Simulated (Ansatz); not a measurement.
# Decaying states in the gap of K2AgCl3, part 2 of 2

Wanted: the relaxed cell of K2AgCl3, its band edges and its decay constants. It is built by putting Ag for Na in the K2NaCl3 structure of space group P-3m1, with the volume rescaled by atomic radii. The parent structure comes from the Materials Project.

Ansatz 0.2.0; PBEsol DFT, plane waves, PAW files (the session's first sound run).

So far, gap on the k-mesh (eV): step 3 (the bulk crystal and its band edges, PBEsol) 2.71; step 6 (LDA) 2.55.

The structure was built from a prototype and need not be the compound's stable phase.

### Step 7. Complex bands at another level

This step: LDA DFT, plane waves, PAW files; complex bands by layer matching along the plane's normal (Ansatz 0.2.0).

The complex bands at that level, over its own gap, at (0, 0) and (0.5, 0).

File input.yaml:

```yaml
crystal:
  lattice:
    - [4.225242119, 0.0, 0.0]
    - [2.112621059, 3.659167012, 0.0]
    - [0.0, 0.0, 10.147356837]
  atoms:
    - { symbol: K, position: [0.6666666667, 0.6666666667, 0.6852612614] }
    - { symbol: K, position: [0.3333333333, 0.3333333333, 0.3147387386] }
    - { symbol: Ag, position: [0.0, 0.0, 0.0] }
    - { symbol: Cl, position: [0.6666666667, 0.6666666667, 0.1314983037] }
    - { symbol: Cl, position: [0.3333333333, 0.3333333333, 0.8685016963] }
    - { symbol: Cl, position: [0.0, 0.0, 0.5] }
kpoints:
  mp_grid: { grid: [6, 6, 4] }
scf:
  occupations: { method: fixed }
hamiltonian:
  xc: lda
output:
  eigenvalues: true
  transmission:
    leads: [[0, 0]]
    kpoints: [[0.0, 0.0], [0.5, 0.0]]
    e_range: [-1.0, 3.55]
    de: 0.08
```

Command:

```console
ansatz run input.yaml --threads 2 --pin off --max-ram 4096MiB --backend cpu --events-out ev --progress --plain --runs-dir out
```

Elapsed: 21 s, on 2 threads of Arm Neoverse V2, shared host; peak memory 0.5 GiB; 28 s of CPU time.

Numbers from this step:

* level to which the leads are filled: 1.274 eV from the Fermi level
* decay constant at the filling level, zone centre: 0.3192 Å⁻¹
* decay constant at the filling level, slowest listed point: 0.3192 Å⁻¹

K parallel (0, 0); values up to 1.5 1/Å, a degenerate pair printed once or twice; energies at which all values exceed this have no row. The Im kz of the slowest decaying states by energy, zero at the highest filled level on the SCF mesh:

```
energy (eV)  decay 1 (Å⁻¹)  decay 2 (Å⁻¹)  decay 3 (Å⁻¹)  decay 4 (Å⁻¹)
      -1.00          0.227          0.408          0.813           1.02
      -0.76          0.271          0.446          0.850           1.01
      -0.52          0.301          0.454          0.865           1.01
      -0.36          0.315          0.441          0.870           1.00
      -0.12          0.331          0.359          0.872          0.994
      -0.04          0.248          0.334          0.872          0.991
       0.12          0.340          0.390          0.871          0.986
       0.36          0.344          0.514          0.866          0.977
       0.60          0.343          0.578          0.860          0.968
       0.76          0.340          0.608          0.854          0.962
       1.00          0.332          0.644          0.845          0.953
       1.24          0.319          0.672          0.834          0.943
       1.48          0.301          0.694          0.822          0.933
       1.72          0.277          0.711          0.808          0.923
       1.88          0.256          0.720          0.799          0.916
       2.12          0.215          0.730          0.783          0.905
       2.36          0.151          0.737          0.767          0.894
       2.60          0.741          0.749          0.883           1.12
       2.84          0.730          0.742          0.872           1.18
       3.00         0.0818          0.716          0.740          0.865
       3.24          0.129          0.695          0.736          0.853
       3.48          0.139          0.671          0.729          0.842
```

K parallel (0.5, 0); values up to 1.5 1/Å, a degenerate pair printed once or twice; energies at which all values exceed this have no row. The Im kz of the slowest decaying states by energy, zero at the highest filled level on the SCF mesh:

```
energy (eV)  decay 1 (Å⁻¹)  decay 2 (Å⁻¹)  decay 3 (Å⁻¹)  decay 4 (Å⁻¹)
      -1.00          0.406          0.616          0.681          0.732
      -0.76          0.426          0.630          0.694          0.713
      -0.52          0.410          0.620          0.643          0.738
      -0.36          0.154          0.595          0.604          0.752
      -0.12          0.449          0.531          0.570          0.771
      -0.04          0.385          0.564          0.566          0.777
       0.12          0.565          0.589          0.607          0.789
       0.36          0.568          0.641          0.684          0.806
       0.60          0.572          0.659          0.739          0.824
       0.76          0.575          0.665          0.766          0.837
       1.00          0.577          0.669          0.797          0.859
       1.24          0.579          0.669          0.822          0.890
       1.48          0.578          0.665          0.841          0.959
       1.72          0.577          0.658          0.856          0.978
       1.88          0.574          0.653          0.864          0.964
       2.12          0.570          0.642          0.874          0.942
       2.36          0.563          0.630          0.881          0.919
       2.60          0.555          0.615          0.819          0.885
       2.84          0.544          0.598          0.763          0.887
       3.00          0.536          0.585          0.731          0.887
       3.24          0.521          0.564          0.686          0.886
       3.48          0.501          0.540          0.641          0.883
```

At +1.24 eV, the grid energy nearest the filling level (the middle of the gap on the SCF mesh), the slowest state at the listed wavevectors decays with κ = 0.319 Å⁻¹, its amplitude falling by e over 3.1 Å; the first such run, plane (001), gave 0.335 Å⁻¹.

### Step 8. A repeat with changed settings

This step: PBEsol DFT, plane waves, PAW files; complex bands by layer matching along the plane's normal; changed: scf.lower_state_search = "light", scf.n_extra_bands = 4, kpoints.mp_grid.grid = [5, 5, 3] (Ansatz 0.2.0).

This run repeats an earlier one, its twin (the complex run, plane (001)), with three settings changed (kpoints.mp_grid.grid, scf.lower_state_search, scf.n_extra_bands; files written aside). It is meant to test whether the SCF mesh is converged, how the run responds and whether the numerical route changes the result or only the time. Where the input is shown as a difference, that is against the step before, not the twin.

input.yaml, as its differences from that of step 7:

```diff
@@ -13,7 +13,9 @@
 kpoints:
-  mp_grid: { grid: [6, 6, 4] }
+  mp_grid: { grid: [5, 5, 3] }
 scf:
   occupations: { method: fixed }
+  lower_state_search: light
+  n_extra_bands: 4
 hamiltonian:
-  xc: lda
+  xc: pbesol
 output:
@@ -23,3 +25,3 @@
     kpoints: [[0.0, 0.0], [0.5, 0.0]]
-    e_range: [-1.0, 3.55]
+    e_range: [-1.0, 3.71]
     de: 0.08
```

It took 19 s on 2 threads; peak memory 0.49 GiB; 25 s of CPU time.

This number moved little. The least decay constant is 0.335 Å⁻¹ against 0.335 Å⁻¹ in the twin: no change within 1 %.

The two runs compared:

```
                                                       quantity   this run  sound run  difference
                                               free energy (eV)  -13745.16  -13745.16      2.2e-4
                                              Fermi energy (eV)     4.1042     4.1065    -0.00227
                                         gap on the k-mesh (eV)     2.7092     2.7068     0.00233
  level to which the leads are filled (eV from the Fermi level)     1.3546     1.3534     0.00117
         decay constant at the filling level, zone centre (Å⁻¹)    0.33485    0.33471      1.4e-4
decay constant at the filling level, slowest listed point (Å⁻¹)     0.3349     0.3347      2.0e-4
```

### Step 9. A check of the settings: scf.mixing.preconditioner = "none"

This step: PBEsol DFT, plane waves, PAW files; complex bands by layer matching along the plane's normal; changed: scf.mixing.preconditioner = "none" (Ansatz 0.2.0).

This run repeats an earlier one, its twin (the complex run, plane (001)), with one setting changed (scf.mixing.preconditioner; files written aside). It is meant to test whether the numerical route changes the result or only the time. Where the input is shown as a difference, that is against the step before, not the twin.

input.yaml, as its differences from that of step 8:

```diff
@@ -13,7 +13,6 @@
 kpoints:
-  mp_grid: { grid: [5, 5, 3] }
+  mp_grid: { grid: [6, 6, 4] }
 scf:
   occupations: { method: fixed }
-  lower_state_search: light
-  n_extra_bands: 4
+  mixing: { preconditioner: none }
 hamiltonian:
```

Run time: 21 s. Hardware: 2 threads; peak memory 0.5 GiB; 29 s of CPU time.

This step gave:

| Item | Value |
| --- | --- |
| free energy | -13745.1620 eV |
| Fermi energy | 4.107 eV |
| gap on the k-mesh | 2.707 eV |
| level to which the leads are filled | 1.353 eV from the Fermi level |
| decay constant at the filling level, zone centre | 0.3347 Å⁻¹ |
| decay constant at the filling level, slowest listed point | 0.3347 Å⁻¹ |

K parallel (0, 0); values up to 1.5 1/Å, a degenerate pair printed once or twice; energies at which all values exceed this have no row. Im kz of the slowest decaying states against energy, zero at the highest filled level on the SCF mesh:

```
energy (eV)  decay 1 (Å⁻¹)  decay 2 (Å⁻¹)  decay 3 (Å⁻¹)  decay 4 (Å⁻¹)
      -1.00          0.244          0.424          0.817           1.02
      -0.76          0.286          0.459          0.857           1.02
      -0.52          0.315          0.465          0.874           1.02
      -0.28          0.335          0.437          0.881           1.01
      -0.04          0.259          0.349          0.883           1.00
       0.12          0.355          0.399          0.881          0.996
       0.36          0.359          0.523          0.877          0.988
       0.60          0.359          0.586          0.871          0.979
       0.84          0.355          0.630          0.863          0.970
       1.08          0.347          0.663          0.853          0.961
       1.32          0.335          0.688          0.842          0.951
       1.56          0.317          0.708          0.830          0.941
       1.80          0.294          0.724          0.816          0.931
       2.04          0.263          0.735          0.802          0.920
       2.28          0.221          0.744          0.786          0.910
       2.52          0.155          0.749          0.769          0.899
       2.68         0.0614          0.750          0.757          0.892
       2.92          0.738          0.750          0.881           1.25
       3.16         0.0966          0.718          0.747          0.870
       3.40          0.139          0.695          0.741          0.859
       3.64          0.148          0.671          0.732          0.848
```

K parallel (0.5, 0); values up to 1.5 1/Å, a degenerate pair printed once or twice; energies at which all values exceed this have no row. Im kz of the slowest decaying states against energy, zero at the highest filled level on the SCF mesh:

```
energy (eV)  decay 1 (Å⁻¹)  decay 2 (Å⁻¹)  decay 3 (Å⁻¹)  decay 4 (Å⁻¹)
    -1.0000          0.421          0.630          0.685          0.746
    -0.7600          0.440          0.642          0.708          0.719
    -0.5200          0.424          0.631          0.657          0.744
    -0.2800          0.400          0.581          0.602          0.766
    -0.0400          0.399          0.575          0.580          0.785
     0.2800          0.580          0.644          0.669          0.809
     0.5200          0.584          0.665          0.732          0.827
     0.7600          0.588          0.676          0.774          0.847
     1.0000          0.591          0.680          0.806          0.870
     1.2400          0.593          0.680          0.830          0.900
     1.4800          0.593          0.677          0.849          0.966
     1.7200          0.591          0.671          0.864          0.991
     1.9600          0.588          0.662          0.875          0.969
     2.2800          0.582          0.647          0.886          0.940
     2.5200          0.575          0.634          0.865          0.891
     2.7600          0.566          0.618          0.801          0.894
     3.0000          0.555          0.601          0.752          0.895
     3.2400          0.541          0.580          0.708          0.893
     3.4800          0.524          0.558          0.665          0.890
```

The energy agrees with the twin's within 2e-6 eV and the result to the printed digits, after as many cycles: the change makes no difference here.

### Step 10. Results

| Item | Value |
| --- | --- |
| band gap | 2.71 eV |
| least decay constant at mid-gap, normal to (001) | 0.335 Å⁻¹ |
| least decay constant on a mesh, normal to (001) | 0.333 Å⁻¹ |
| least decay constant, LDA | 0.319 Å⁻¹ |

What this shows: With PBEsol, the slowest decay at the wavevectors tried is κ = 0.335 Å⁻¹, normal to (001). Through such a film the transmission near mid-gap falls as exp(−2κd), a factor of ten every 3.4 Å. A free electron under a barrier of half the gap would need a mass of 0.32 mₑ to decay at this rate. With LDA the gap goes from 2.71 to 2.55 eV and the decay constant, over the first 2 listed wavevectors, from 0.335 to 0.319 Å⁻¹. The compound is made up by substitution; its stability against other phases and against distortions of the cell's symmetry was not tested. A semilocal functional narrows gaps, so real decay constants are likely larger.

[Logs are printed without paths, hosts, clocks, repeated set-up lines and the standing remarks that a program may print on its own settings, such as how far it seeks lower states.]

[Hosts, paths, dates, database ids (printed as entryN), source tags and the programs' standing remarks are cut or masked in the printed files.]
